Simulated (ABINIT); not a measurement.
Planning a run of ABINIT 10.8.3 on KNaMg2F6 (Fm-3m). The input:

```
acell 3*1.0 Angstrom
rprim 
  -0.000000000000 4.007551000000 4.007551000000
  4.007551000000 -0.000000000000 4.007551000000
  4.007551000000 4.007551000000 -0.000000000000
ntypat 4
znucl 19 11 12 9
natom 10
typat 1 2 3 3 4 4 4 4 4 4
xred 
  0.000000000000 0.000000000000 0.000000000000
  0.500000000000 0.500000000000 0.500000000000
  0.250000000000 0.250000000000 0.250000000000
  0.750000000000 0.750000000000 0.750000000000
  0.500000000000 0.500000000000 0.000000000000
  0.000000000000 0.000000000000 0.500000000000
  0.500000000000 0.000000000000 0.500000000000
  0.000000000000 0.500000000000 0.000000000000
  0.000000000000 0.500000000000 0.500000000000
  0.500000000000 0.000000000000 0.000000000000
pp_dirpath "pseudos"
pseudos "K.upf, Na.upf, Mg.upf, F.upf"
ecut 38
ngkpt 2 2 2
nshiftk 1
shiftk 0 0 0
kptopt 1
chksymbreak 0
iscf -2
irdden 1
istwfk *1
nband 91
nbdbuf 8
tolwfr 1e-09
nstep 60
prtvol 0
indata_prefix "in"
outdata_prefix "out"
tmpdata_prefix "tmp"
```

```sh
OMP_NUM_THREADS=1 mpirun -n 3 abinit run.abi > log
```

**Question.** Estimate wall time and host memory on 3 MPI ranks of Arm Neoverse N1, shared host.

It took 87 s; on shared hardware allow 43 s to 2.9 min. Peak host memory was 0.32 GiB.

[Paths, hosts, dates, memory and timing lines, banners, echoed tables and standing remarks are left out of the program output.]

[Logs are printed without paths, hosts, clocks, repeated set-up lines and the standing remarks that a program may print on its own settings, such as how far it seeks lower states.]

[Runs of the session that timed out or met a known fault of the program may be left out.]

[Hosts, paths, dates, database ids (printed as entryN), source tags and the programs' standing remarks are cut or masked in the printed files.]

[G0W0 gaps are taken among the corrected bands and points alone; a level outside them can change the order at an edge.]

[Where Ansatz stands beside ABINIT at settings called matched, ABINIT's density can come from a denser mesh and the files from another edition; pairs whose starting gaps differed by over 0.03 eV were left out, so agreement reads better than it is.]
